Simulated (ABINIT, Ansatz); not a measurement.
Planning a run of ABINIT 10.8.3 on MoF6 (Im-3m). The input:

```
acell 3*1.0 Angstrom
rprim 
  -3.167343216100 3.167343216100 3.167343216100
  3.167343216100 -3.167343216100 3.167343216100
  3.167343216100 3.167343216100 -3.167343216100
ntypat 2
znucl 42 9
natom 7
typat 1 2 2 2 2 2 2
xred 
  0.000000000000 0.000000000000 0.000000000000
  0.710671220000 0.710671220000 0.000000000000
  0.289328780000 0.289328780000 0.000000000000
  0.000000000000 0.289328780000 0.289328780000
  0.000000000000 0.710671220000 0.710671220000
  0.710671220000 0.000000000000 0.710671220000
  0.289328780000 0.000000000000 0.289328780000
pp_dirpath "pseudos"
pseudos "Mo.upf, F.upf"
ecut 36
ngkpt 4 4 4
nshiftk 1
shiftk 0 0 0
kptopt 1
chksymbreak 0
iscf -2
irdden 1
istwfk *1
nband 122
nbdbuf 10
tolwfr 1e-09
nstep 60
prtvol 0
indata_prefix "in"
outdata_prefix "out"
tmpdata_prefix "tmp"
```

```sh
OMP_NUM_THREADS=1 mpirun -n 4 abinit run.abi > log
```

Question: How long will it take on 4 MPI ranks of Arm Neoverse N1, shared host, and how much memory?

It took 2.2 min; on shared hardware allow 66 s to 4.4 min. Peak host memory was 0.5 GiB.

[Paths, hosts, dates, memory and timing lines, banners, echoed tables and standing remarks are left out of the program output.]

[Logs are printed without paths, hosts, clocks, repeated set-up lines and the standing remarks that a program may print on its own settings, such as how far it seeks lower states.]

[Runs of the session that timed out or met a known fault of the program may be left out.]

[Hosts, paths, dates, database ids (printed as entryN), source tags and the programs' standing remarks are cut or masked in the printed files.]

[G0W0 gaps are taken among the corrected bands and points alone; a level outside them can change the order at an edge.]

[Where Ansatz stands beside ABINIT at settings called matched, ABINIT's density can come from a denser mesh and the files from another edition; pairs whose starting gaps differed by over 0.03 eV were left out, so agreement reads better than it is.]
